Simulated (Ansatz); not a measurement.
# Which metal contacts antimonene? The Schottky-Mott estimate

If a metal and one layer of antimonene lined up by their vacuum levels alone, the barrier for electrons would be the work function less the affinity, and that for holes the ionisation energy less the work function. What does that give for common contact metals?

How it was computed: Ansatz 0.2.0, plane waves with PAW datasets (its set soft_2), PBE. Layers: cell and atoms relaxed with a dispersion term, band edges read against the vacuum level. Here the gap is 1.16 eV, the ionisation energy 4.69 eV and the affinity 3.53 eV. Metals: relaxed slabs of 7 layers at the tabulated experimental lattice constant, Fermi-Dirac smearing of 0.1 eV, Ni with spin. Labels allow 0.1 eV either way.

The runs side by side:

| metal | work function (eV) | barrier for electrons (eV) | barrier for holes (eV) | by the rule |
| --- | --- | --- | --- | --- |
| Sc(0001) | 3.59 | 0.06 | 1.10 | at the conduction edge |
| Al(111) | 4.03 | 0.50 | 0.66 | mid-gap |
| Hf(0001) | 4.33 | 0.80 | 0.36 | favours holes |
| Ti(0001) | 4.37 | 0.84 | 0.32 | favours holes |
| Ag(111) | 4.49 | 0.96 | 0.20 | favours holes |
| Mo(110) | 4.56 | 1.03 | 0.13 | favours holes |
| Cu(111) | 4.82 | 1.29 | −0.13 | no barrier for holes |
| W(110) | 4.84 | 1.31 | −0.15 | no barrier for holes |
| Ru(0001) | 5.01 | 1.48 | −0.32 | no barrier for holes |
| Ni(111) | 5.06 | 1.53 | −0.37 | no barrier for holes |
| Pd(111) | 5.24 | 1.71 | −0.55 | no barrier for holes |
| Au(111) | 5.27 | 1.74 | −0.58 | no barrier for holes |
| Pt(111) | 5.71 | 2.18 | −1.02 | no barrier for holes |

What this shows: By the rule the Fermi level lies over the conduction edge for 0, inside the gap for 6 and under the valence edge for 7 of the 13 metals. The middle of the gap lies 4.11 eV under the vacuum level: metals with a smaller work function favour electrons, those with a larger one holes. Worked for Cu(111): 4.82 − 3.53 = 1.29 eV and 4.69 − 4.82 = −0.13 eV, which add up to the gap, 1.16 eV.

**Limits.** This is the limit without any interaction. A real contact lowers the metal's work function by compressing its electron tail, moves charge and can pin the Fermi level, so barriers at bonded contacts depend far less on the metal; van der Waals contacts come nearer to the rule. The layer is built from a prototype, and its stability was not tested. PBE gaps usually lie under quasiparticle gaps, which makes the two barriers together too small, and a missing barrier can be an artefact of that. Spin-orbit coupling is left out; in such layers it splits the valence bands and can move the edges by a tenth of an eV or more. The table is a selection: not every member that was run is listed.
